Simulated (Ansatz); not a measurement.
# Surface energy of Ta against broken bonds

Calculated with Ansatz 0.2.0: Kohn-Sham DFT, PBE, PAW (set soft_2), plane waves; cutoff 420 eV, fermi-dirac smearing of 0.1 eV; level PBE, denser mesh. Slabs were relaxed with PBE at fixed cell edges. The surface energy is the slab's free energy less that of as many bulk atoms, over twice the area. Neighbours are counted within 3.45 Å in the slab as cut, where a bulk atom has 14.

```
missing neighbours (per Å²)  surface energy (J/m²)     face
                     0.5132                  2.374  Ta(110)
                     0.5443                  2.521  Ta(100)
                     0.5680                  2.552  Ta(210)
                     0.5738                      ?        ?
                     0.5819                  2.630  Ta(321)
                     0.5926                  2.699  Ta(211)
                     0.6018                  2.720  Ta(311)
                     0.6048                  2.660  Ta(221)
                     0.6286                  2.749  Ta(111)
```

**Question.** Fit a straight line to the rows given and interpolate to the withheld row.

Worked fit:

In a broken-bond picture the surface energy v is a line in u, the number of missing neighbours per area.

| u (per Å²) | v (J/m²) |
| --- | --- |
| 0.513214 | 2.3745 |
| 0.544346 | 2.5212 |
| 0.568024 | 2.552 |
| 0.581930 | 2.6302 |
| 0.592609 | 2.699 |
| 0.601797 | 2.7205 |
| 0.604828 | 2.6605 |
| 0.628557 | 2.7488 |

With n = 8: mean u = 0.579413, mean v = 2.61334, Σ(u − ū)² = 0.0094843, Σ(u − ū)(v − v̄) = 0.031168. Slope b = 0.031168 / 0.0094843 = 3.2863; intercept a = v̄ − b ū = 0.70924.

At u = 0.5738, v = a + b u.

Prediction at 0.5738: 2.595 J/m². The run gave 2.557 J/m², so the fit is high by 0.038 J/m² (1.5 % of the value).

The withheld face is Ta(310). The slope is worth 0.21 eV a missing neighbour; a pure pair model would have no intercept, and this fit has 0.71 J/m². The count doesn't put all faces in the order of their energies. Among the rows given, the largest miss of the fit is at 0.5926, by 0.042 J/m² (11 % of the range of the table).

Limits: Thin slabs, unlike meshes and one lattice constant for all functionals.

[Logs are printed without paths, hosts, clocks, repeated set-up lines and the standing remarks that a program may print on its own settings, such as how far it seeks lower states.]

[Hosts, paths, dates, database ids (printed as entryN), source tags and the programs' standing remarks are cut or masked in the printed files.]
